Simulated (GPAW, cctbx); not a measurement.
# By hand: from a DFT structure factor to an extinction distance in POsPt

POsPt, P-62m (no. 189), a = 6.3298 Å, b = 6.3298 Å, c = 3.7430 Å, α = 90.00°, β = 90.00°, γ = 120.00°.

| atom | mult. | x | y | z |
| --- | --- | --- | --- | --- |
| Pt1 | 3 | 0.3733 | 0 | 1/2 |
| Os1 | 3 | 0.7178 | 0 | 0 |
| P1 | 1 | 0 | 0 | 1/2 |
| P2 | 2 | 2/3 | 1/3 | 0 |

The start was made by putting kin elements into a known structure type; the compound need not exist, or be stable, in this form.

A DFT run (GPAW, PBE, 450 eV, 6×4×4 k-points (along the axes of the calculation cell), Fermi–Dirac width 0.1 eV) gives the static X-ray structure factor of 001 as 6.049 e for the conventional cell; superposed free atoms give 5.441 e. **Problem.** Find the Fourier component V of the crystal potential and the two-beam extinction distance at 300 kV in both cases.

## Step 1: Geometry

The cell volume is Ω = 129.88 Å³ and d(001) = 3.7430 Å, so g = 1/d = 0.2672 Å⁻¹.

## Step 2: The nuclei

Electrons feel nuclei as well as electrons, so the nuclear charges are summed with the same phases.

Phase sums Σ exp(2πi h·x), turned so that the total is real and positive: Pt -3.000, Os +3.000, P +1.000. Then F_Z = 78 × (-3.000) + 76 × (+3.000) + 15 × (+1.000) = 9.00 e. The electron term has the same sign for this reflection.

## Step 3: Mott–Bethe

Poisson's equation, term by term, gives V = (e/4πε₀)(F_Z − F)/(πΩg²), with e/4πε₀ = 14.3996 V Å.

The prefactor is 14.3996 × 3.7430²/(π × 129.88) = 0.49443 V per electron. Free atoms: (9.00 − 5.441) × 0.49443 = 1.760 V. Crystal: (9.00 − 6.049) × 0.49443 = 1.459 V. F changes by +11.17 % and V by -17.1 %: the same 0.61 e is measured against F_Z − F = 3.6 e in place of F = 5.4 e.

## Step 4: Extinction distance

In the two-beam case ξ = 1/(λU) with U = 2γm₀eV/h², that is ξ = 150.41 V Å²/(γλV).

At 300 kV, λ = 0.01969 Å and γ = 1.5871. Free atoms: ξ = 2736 Å. Crystal: ξ = 3299 Å. The thickness fringes go as sin²(πt/ξ), so the two patterns slip by a quarter of a period when t|1/ξ₁ − 1/ξ₀| = 1/4, at t ≈ 400 nm. Thermal motion, absorption and many-beam coupling, left out here, change a real pattern.

## Step 5: Answer

V(001) is 1.46 V against 1.76 V, and ξ is 3299 against 2736 Å. Limits: static atoms, two beams.
